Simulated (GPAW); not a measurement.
## How VAgS3 (model structure) absorbs and reflects light

Aim: the dielectric function of VAgS3 (model structure), and the optical constants that follow from it. The cell was made here by substitution or stacking, whether or not such a phase is known. It was built so: All Nb replaced by V and O replaced by S in the Pm-3m structure of NbAgO3. The cell given below was relaxed beforehand with Ansatz.

Program: GPAW 26.7.0. Level of theory: DFT, RPBE, plane-wave PAW (GPAW data sets), scalar-relativistic, RPA, optical limit. Results are calculated unless marked as measured.

**1. Starting point**

Symmetry: Pm-3m, No. 221, cubic system. The conventional cell has a = 4.658 Å, b = 4.658 Å, c = 4.658 Å, α = 90.00°, β = 90.00°, γ = 90.00°. Nearest to Ag lie 12 S at 3.29 Å. V has 6 S at 2.33 Å nearest. S has 2 V at 2.33 Å and 4 Ag at 3.29 Å nearest. All Nb replaced by V and O replaced by S in the Pm-3m structure of NbAgO3. Farther neighbours and most contacts between anions are not listed.

**2. Ground state**

First the ground state: is it a metal or has it a gap?

This step: DFT, RPBE, plane-wave PAW (GPAW data sets), scalar-relativistic, ground state (GPAW 26.7.0).

File gs.py:

```python
from ase import Atoms
from ase.dft.bandgap import bandgap
from gpaw import GPAW, PW, FermiDirac

atoms = Atoms(['Ag', 'V', 'S', 'S', 'S'],
              cell=[[4.65815307, 0.00000000, 0.00000000],
                    [0.00000000, 4.65815307, 0.00000000],
                    [0.00000000, 0.00000000, 4.65815307]],
              scaled_positions=[[0.50000000, 0.50000000, 0.50000000],
                                [0.00000000, 0.00000000, 1.00000000],
                                [1.00000000, 0.00000000, 0.50000000],
                                [1.00000000, 0.50000000, 0.00000000],
                                [0.50000000, 0.00000000, 0.00000000]],
              pbc=[True, True, True])
atoms.set_initial_magnetic_moments([0.0, 2.0, 0.0, 0.0, 0.0])
atoms.calc = GPAW(mode=PW(450), xc='RPBE', kpts={'size': (5, 5, 5), 'gamma': True},
                  occupations=FermiDirac(0.05), maxiter=150, txt='gs.txt')
print('energy (eV)', atoms.get_potential_energy())
print('Fermi level (eV)', atoms.calc.get_fermi_level())
print('valence electrons', atoms.calc.get_number_of_electrons())
print('gap (eV)', bandgap(atoms.calc, output=None)[0])
print('direct gap (eV)', bandgap(atoms.calc, direct=True, output=None)[0])
print('moments', atoms.get_magnetic_moments().round(3).tolist())
atoms.calc.write('gs.gpw')
```

On the command line:

```
> OMP_NUM_THREADS=1 python gs.py
```

Numbers of over 12 decimals in the logs are rounded to 6 here.

The log of the run:

```text
__  _  _
 | _ |_)|_||  |
 |__||  | ||/\| - 26.7.0

Versions:
  Python: 3.12.14
  ASE:    3.29.0
  Numpy:  2.5.5
  Scipy:  1.18.1
  Libxc:  7.0.0

Input parameters:
  mode=PW(ecut=450.000000),
  kpts=MonkhorstPack(size=(5, 5, 5), gamma=True),
  maxiter=150,
  occupations=Occupations(name='fermi-dirac', width=0.05, fixmagmom=False),
  xc=XC(name='RPBE')

Diagonalizing LCAO Hamiltonian
Converting LCAO to pw mode
    .----------.
   /|          |
  / |          |
 *  |          |
 |  |          |
 |  |   Ag     |
 S  .----------.
 | S          /
 |/          /
 V-----S----*

Atoms  # Å, Bohr magnetons
|   | symbol |        x |        y |        z |    initial magnetic moments |
| 0 |     Ag | 2.329077 | 2.329077 | 2.329077 | ( 0.0000,  0.0000,  0.0000) |
| 1 |      V | 0.000000 | 0.000000 | 4.658153 | ( 0.0000,  0.0000,  2.0000) |
| 2 |      S | 4.658153 | 0.000000 | 2.329077 | ( 0.0000,  0.0000,  0.0000) |
| 3 |      S | 4.658153 | 2.329077 | 0.000000 | ( 0.0000,  0.0000,  0.0000) |
| 4 |      S | 2.329077 | 0.000000 | 0.000000 | ( 0.0000,  0.0000,  0.0000) |

Unit cell  # Å
| periodic |        x |        y |        z |  lengths |    angles |
|      yes | 4.658153 | 0.000000 | 0.000000 | 4.658153 | 90.000000 |
|      yes | 0.000000 | 4.658153 | 0.000000 | 4.658153 | 90.000000 |
|      yes | 0.000000 | 0.000000 | 4.658153 | 4.658153 | 90.000000 |

Number of symmetries: 48
Symmetry operations  # r_c * U_cc + t_c -> r_c
|    | kind |            matrix            |
|  0 |  E   |  1, 0, 0,  0, 1, 0,  0, 0, 1 |
|  1 |  σ   |  1, 0, 0,  0, 1, 0,  0, 0,-1 |
|  2 |  σ   |  1, 0, 0,  0, 0, 1,  0, 1, 0 |
|  3 |  C4  |  1, 0, 0,  0, 0, 1,  0,-1, 0 |
|  4 |  C4  |  1, 0, 0,  0, 0,-1,  0, 1, 0 |
|  5 |  σ   |  1, 0, 0,  0, 0,-1,  0,-1, 0 |
|  6 |  σ   |  1, 0, 0,  0,-1, 0,  0, 0, 1 |
|  7 |  C2  |  1, 0, 0,  0,-1, 0,  0, 0,-1 |
|  8 |  σ   |  0, 1, 0,  1, 0, 0,  0, 0, 1 |
|  9 |  C2  |  0, 1, 0,  1, 0, 0,  0, 0,-1 |
| 10 |  C3  |  0, 1, 0,  0, 0, 1,  1, 0, 0 |
| 11 |  S6  |  0, 1, 0,  0, 0, 1, -1, 0, 0 |
| 12 |  S6  |  0, 1, 0,  0, 0,-1,  1, 0, 0 |
| 13 |  C3  |  0, 1, 0,  0, 0,-1, -1, 0, 0 |
| 14 |  C4  |  0, 1, 0, -1, 0, 0,  0, 0, 1 |
| 15 |  S4  |  0, 1, 0, -1, 0, 0,  0, 0,-1 |
| 16 |  C3  |  0, 0, 1,  1, 0, 0,  0, 1, 0 |
| 17 |  S6  |  0, 0, 1,  1, 0, 0,  0,-1, 0 |
| 18 |  σ   |  0, 0, 1,  0, 1, 0,  1, 0, 0 |
| 19 |  C4  |  0, 0, 1,  0, 1, 0, -1, 0, 0 |
| 20 |  C2  |  0, 0, 1,  0,-1, 0,  1, 0, 0 |
| 21 |  S4  |  0, 0, 1,  0,-1, 0, -1, 0, 0 |
| 22 |  S6  |  0, 0, 1, -1, 0, 0,  0, 1, 0 |
| 23 |  C3  |  0, 0, 1, -1, 0, 0,  0,-1, 0 |
| 24 |  S6  |  0, 0,-1,  1, 0, 0,  0, 1, 0 |
| 25 |  C3  |  0, 0,-1,  1, 0, 0,  0,-1, 0 |
| 26 |  C4  |  0, 0,-1,  0, 1, 0,  1, 0, 0 |
| 27 |  σ   |  0, 0,-1,  0, 1, 0, -1, 0, 0 |
| 28 |  S4  |  0, 0,-1,  0,-1, 0,  1, 0, 0 |
| 29 |  C2  |  0, 0,-1,  0,-1, 0, -1, 0, 0 |
| 30 |  C3  |  0, 0,-1, -1, 0, 0,  0, 1, 0 |
| 31 |  S6  |  0, 0,-1, -1, 0, 0,  0,-1, 0 |
| 32 |  C4  |  0,-1, 0,  1, 0, 0,  0, 0, 1 |
| 33 |  S4  |  0,-1, 0,  1, 0, 0,  0, 0,-1 |
| 34 |  S6  |  0,-1, 0,  0, 0, 1,  1, 0, 0 |
| 35 |  C3  |  0,-1, 0,  0, 0, 1, -1, 0, 0 |
| 36 |  C3  |  0,-1, 0,  0, 0,-1,  1, 0, 0 |
| 37 |  S6  |  0,-1, 0,  0, 0,-1, -1, 0, 0 |
| 38 |  σ   |  0,-1, 0, -1, 0, 0,  0, 0, 1 |
| 39 |  C2  |  0,-1, 0, -1, 0, 0,  0, 0,-1 |
| 40 |  σ   | -1, 0, 0,  0, 1, 0,  0, 0, 1 |
| 41 |  C2  | -1, 0, 0,  0, 1, 0,  0, 0,-1 |
| 42 |  C2  | -1, 0, 0,  0, 0, 1,  0, 1, 0 |
| 43 |  S4  | -1, 0, 0,  0, 0, 1,  0,-1, 0 |
| 44 |  S4  | -1, 0, 0,  0, 0,-1,  0, 1, 0 |
| 45 |  C2  | -1, 0, 0,  0, 0,-1,  0,-1, 0 |
| 46 |  C2  | -1, 0, 0,  0,-1, 0,  0, 0, 1 |
| 47 |  i   | -1, 0, 0,  0,-1, 0,  0, 0,-1 |

BZ-sampling:
  Number of BZ points: 125
  Number of IBZ points: 10

  Monkhorst-Pack size: [5, 5, 5]
  Monkhorst-Pack shift: [0, 0, 0]

K-points  # in reciprocal-cell coordinates
|   |                                coordinates |     weight |
| 0 | (  0.00000000,   0.00000000,   0.00000000) | 0.00800000 |
| 1 | (  0.20000000,   0.00000000,   0.00000000) | 0.04800000 |
| 2 | (  0.20000000,   0.20000000,   0.00000000) | 0.09600000 |
| 3 | (  0.20000000,   0.20000000,   0.20000000) | 0.06400000 |
| 4 | (  0.40000000,   0.00000000,   0.00000000) | 0.04800000 |
| 5 | (  0.40000000,   0.20000000,   0.00000000) | 0.19200000 |
| 6 | (  0.40000000,   0.20000000,   0.20000000) | 0.19200000 |
| 7 | (  0.40000000,   0.40000000,   0.00000000) | 0.09600000 |
| 8 | (  0.40000000,   0.40000000,   0.20000000) | 0.19200000 |
| 9 | (  0.40000000,   0.40000000,   0.40000000) | 0.06400000 |

Plane wave coefficients: 2221
Cutoff: 450.000000 eV

Spin-components: 2 (collinear spins)
Bands:           34
Projectors:      27
Spin-degeneracy: 1
Datatype:        complex128

Parallelization:
  kpt:    1
  domain: 1
  band:   1

Density:
  Valence electrons: 48.0
  Components: 2
  Grid points: [24 24 24]
  Charge: 0.0  # |e|

Potential:
  Grid points: [24 24 24]

species:
  Ag:
    name:    Silver
    id:
    Z:       47.0
    valence: 17
    core:    30
    charge:  0.0  # [|e|]
    compensation charges:
      type: gauss
      rc: 0.40  # [Å]
      lmax: 2
    cutoffs:
      filter: 2.35  # [Å]
      core: 2.19  # [Å]
    projectors
    | kind |    occ | energy [eV] | rcut [Å] |
    |   5s |  1.000 |      -4.277 |    1.286 |
    |   4p |  6.000 |     -58.523 |    1.328 |
    |   5p |  0.000 |      -0.755 |    1.328 |
    |   4d | 10.000 |      -7.386 |    1.180 |
    |    s |        |      22.934 |    1.286 |
    |    d |        |      19.826 |    1.180 |

    Using partial waves for Ag as LCAO basis

  V:
    name:    Vanadium
    id:
    Z:       23.0
    valence: 13
    core:    10
    charge:  0.0  # [|e|]
    compensation charges:
      type: gauss
      rc: 0.37  # [Å]
      lmax: 2
    cutoffs:
      filter: 2.14  # [Å]
      core: 0.96  # [Å]
    projectors
    | kind |    occ | energy [eV] | rcut [Å] |
    |   3s |  2.000 |     -70.322 |    1.254 |
    |   4s |  2.000 |      -4.648 |    1.254 |
    |   3p |  6.000 |     -44.073 |    1.281 |
    |   4p |  0.000 |      -1.446 |    1.281 |
    |   3d |  3.000 |      -5.111 |    1.169 |
    |    d |        |      22.100 |    1.169 |

    Using partial waves for V as LCAO basis

  S:
    name:    Sulfur
    id:
    Z:       16.0
    valence: 6
    core:    10
    charge:  0.0  # [|e|]
    compensation charges:
      type: gauss
      rc: 0.24  # [Å]
      lmax: 2
    cutoffs:
      filter: 1.77  # [Å]
      core: 1.66  # [Å]
    projectors
    | kind |    occ | energy [eV] | rcut [Å] |
    |   3s |  2.000 |     -17.247 |    0.974 |
    |   3p |  4.000 |      -6.991 |    0.979 |
    |    s |        |       9.964 |    0.974 |
    |    p |        |      20.220 |    0.979 |
    |    d |        |       0.000 |    0.900 |

    Using partial waves for S as LCAO basis

Reference energy: -203015.913841  # eV

eigensolver:
  PPCG
  Converge bands: occupied
  niter=2

density mixing:
  MSR1-Mixer
  Pratt-step length: 0.05
  Maximum mixing coefficient: 0.75
  Old densities: 10
  SVD Regularization: 0.005
  Good broyden scale: 1.0
  Trust region scale: 1.0
  Backstep threshold: 4.0
  History deletion threshold: 6.0
  Fourier metric: weight=20.0, sigma=0.015

occupation numbers:
  Fermi-Dirac:
    width: 0.0500  # eV

poisson solver:
  ecut: 3600.000000  # eV

xc functional:
  name: RPBE with 2 nearest neighbor stencil

convergence criteria:
- Maximum [total energy] change in last 3 cyles: 0.0005 eV / valence electron
- Maximum integral of absolute [dens]ity change: 0.0001 electrons / valence electron
- Maximum integral of absolute [eigenst]ate change: 4e-08 eV^2 / valence electron
maximum number of iterations: 150

SCF iterations
|iter     |      energy | eigst |  dens |  magmom |
|iter:   1||  -22.831706 | +0.05 |       |  +2.0014|
|iter:   2||  -22.494538 | -1.49 | -1.02 |  +1.9232|
|iter:   3||  -22.072993 | -1.90 | -1.15 |  +1.7011|
|iter:   4||  -21.872483 | -2.20 | -1.17 |  +1.3637|
|iter:   5||  -21.917413 | -2.47 | -1.48 |  +0.8357|
|iter:   6||  -21.942032 | -3.17 | -1.62 |  +0.4887|
|iter:   7||  -21.968308 | -3.00 | -1.92 |  -0.0006|
|iter:   8||  -21.972164 | -3.76 | -2.34 |  -0.1286|
|iter:   9||  -21.972794c| -4.59 | -2.73 |  -0.1547|
|iter:  10||  -21.972798c| -5.20 | -3.15 |  -0.1615|
|iter:  11||  -21.972584c| -5.33 | -3.39 |  -0.1592|
|iter:  12||  -21.972421c| -5.67 | -3.60 |  -0.1540|
|iter:  13||  -21.972381c| -6.56 | -4.07c|  -0.1517|
|iter:  14||  -21.972369c| -7.72c| -4.62c|  -0.1516|

Converged in 14 steps
SCF loop duration: 32.311 s (2.308 s/step)
Energy contributions relative to reference atoms: (reference = -203015.913841)

Energy contributions:
  Kinetic:          17.910333
  Coulomb:         -20.309940
  Zero:              0.350714
  External:          0.000000
  Xc:              -19.908169
  Entropy:          -0.030613
  Spinorbit:         0.000000
  ----------------------------
  Free energy:     -21.987675
  Extrapolated:    -21.972369

dipole moment: (-41.232513, -41.232513, -41.232513)  # |e|*Ang

Total magnetic moment: (0.000000, 0.000000, -0.151594)

Local magnetic moments
|        x |        y |         z |
| 0.000000 | 0.000000 | -0.009895 |  # Ag   0
| 0.000000 | 0.000000 |  0.467513 |  # V    1
| 0.000000 | 0.000000 | -0.141314 |  # S    2
| 0.000000 | 0.000000 | -0.141314 |  # S    3
| 0.000000 | 0.000000 | -0.141314 |  # S    4

Fermi level: 5.414
Eigenvalues  # (at kpt = [0.000, 0.000, 0.000])
| band index |      eig [eV] | occ [0-1] |      eig [eV] | occ [0-1] |
|          0 |       -60.282 |     1.000 |       -59.788 |     1.000 |
|        ... |               |           |               |           |
|         19 |         4.292 |     1.000 |         4.020 |     1.000 |
|         20 |         4.292 |     1.000 |         4.020 |     1.000 |
|         21 |         4.317 |     1.000 |         4.771 |     1.000 |
|         22 |         4.317 |     1.000 |         4.771 |     1.000 |
|         23 |         4.317 |     1.000 |         4.771 |     1.000 |
|         24 |         4.964 |     1.000 |         4.814 |     1.000 |
|         25 |         4.964 |     1.000 |         4.814 |     1.000 |
|         26 |         4.964 |     1.000 |         4.814 |     1.000 |
|         27 |         5.679 |     0.005 |         5.857 |     0.000 |
|         28 |         5.679 |     0.005 |         5.916 |     0.000 |
|         29 |         5.820 |     0.000 |         5.916 |     0.000 |
|         30 |        11.464 |     0.000 |        11.561 |     0.000 |
|         31 |        12.416 |     0.000 |        12.346 |     0.000 |
|         32 |        14.602 |     0.000 |        14.597 |     0.000 |
|         33 |        14.602 |     0.000 |        14.597 |     0.000 |

No gap
No difference between direct/indirect transitions

--- standard output ---
energy (eV) -21.972369
Fermi level (eV) 5.414120
valence electrons 48.0
gap (eV) 0.0
direct gap (eV) 0.0
moments [-0.01, 0.468, -0.141, -0.141, -0.141]
```

It took 35 s on 1 thread of Arm Neoverse V2, shared host; peak memory 0.19 GiB.

Read-outs, printed or worked out from the files:

```
energy       : -21.97 eV
Fermi energy : 5.414 eV
electrons    : 48
site moments : -0.01, 0.468, -0.141, -0.141, -0.141 μB
```

There are states at the Fermi level within the smearing, so the occupations stay smeared and the carriers get a Drude term.

**3. Bands for the response**

The response needs many more empty bands than the density does.

This step: DFT, RPBE, plane-wave PAW (GPAW data sets), scalar-relativistic, bands at fixed density (GPAW 26.7.0).

File nscf.py:

```python
from ase.dft.bandgap import bandgap
from gpaw import GPAW, FermiDirac

calc = GPAW('gs.gpw').fixed_density(kpts={'size': (8, 8, 8), 'gamma': True}, nbands=54, convergence={'bands': 48},
                                    occupations=FermiDirac(0.05), txt='nscf.txt')
print('gap (eV)', bandgap(calc, output=None)[0])
print('direct gap (eV)', bandgap(calc, direct=True, output=None)[0])
calc.write('full.gpw', mode='all')
```

On the command line:

```
> OMP_NUM_THREADS=1 python nscf.py
```

The log of the run:

```text
Diagonalizing LCAO Hamiltonian
Converting LCAO to pw mode
convergence criteria:
- Maximum integral of absolute [eigenst]ate change: 4e-08 eV^2 / valence electron
maximum number of iterations: 150

SCF iterations
|iter     |      energy | eigst |  dens |  magmom |
|iter:   1||             | +2.60 |       |  -0.1516|
|iter:   2||             | +1.64 |       |  -0.1516|
|iter:   3||             | +0.92 |       |  -0.1516|
|iter:   4||             | +0.08 |       |  -0.1516|
|iter:   5||             | -0.65 |       |  -0.1516|
|iter:   6||             | -1.52 |       |  -0.1516|
|iter:   7||             | -2.30 |       |  -0.1516|
|iter:   8||             | -3.19 |       |  -0.1516|
|iter:   9||             | -3.97 |       |  -0.1516|
|iter:  10||             | -4.83 |       |  -0.1516|
|iter:  11||             | -5.59 |       |  -0.1516|
|iter:  12||             | -6.43 |       |  -0.1516|
|iter:  13||             | -7.11 |       |  -0.1516|
|iter:  14||             | -7.58c|       |  -0.1516|
SCF steps: 14
  __  _  _
 | _ |_)|_||  |
 |__||  | ||/\| - 26.7.0

Versions:
  Python: 3.12.14
  ASE:    3.29.0
  Numpy:  2.5.5
  Scipy:  1.18.1
  Libxc:  7.0.0

Input parameters:
  mode=PW(ecut=450.000000),
  convergence={'bands': 48},
  gpts=array([24, 24, 24]),
  kpts=MonkhorstPack(size=(8, 8, 8), gamma=True),
  maxiter=150,
  nbands=54,
  occupations=Occupations(name='fermi-dirac', width=0.05, fixmagmom=False),
  parallel={},
  xc=XC(name='RPBE')

--- standard output ---
gap (eV) 0.0
direct gap (eV) 0.0
```

It took 2.6 min on 1 thread; peak memory 0.34 GiB.

(Continued in part 2 of 2.)

[Machine, clock and banner lines and Python warnings are left out of the logs.]

[Logs are printed without paths, hosts, clocks, repeated set-up lines and the standing remarks that a program may print on its own settings, such as how far it seeks lower states.]

[Hosts, paths, dates, database ids (printed as entryN), source tags and the programs' standing remarks are cut or masked in the printed files.]
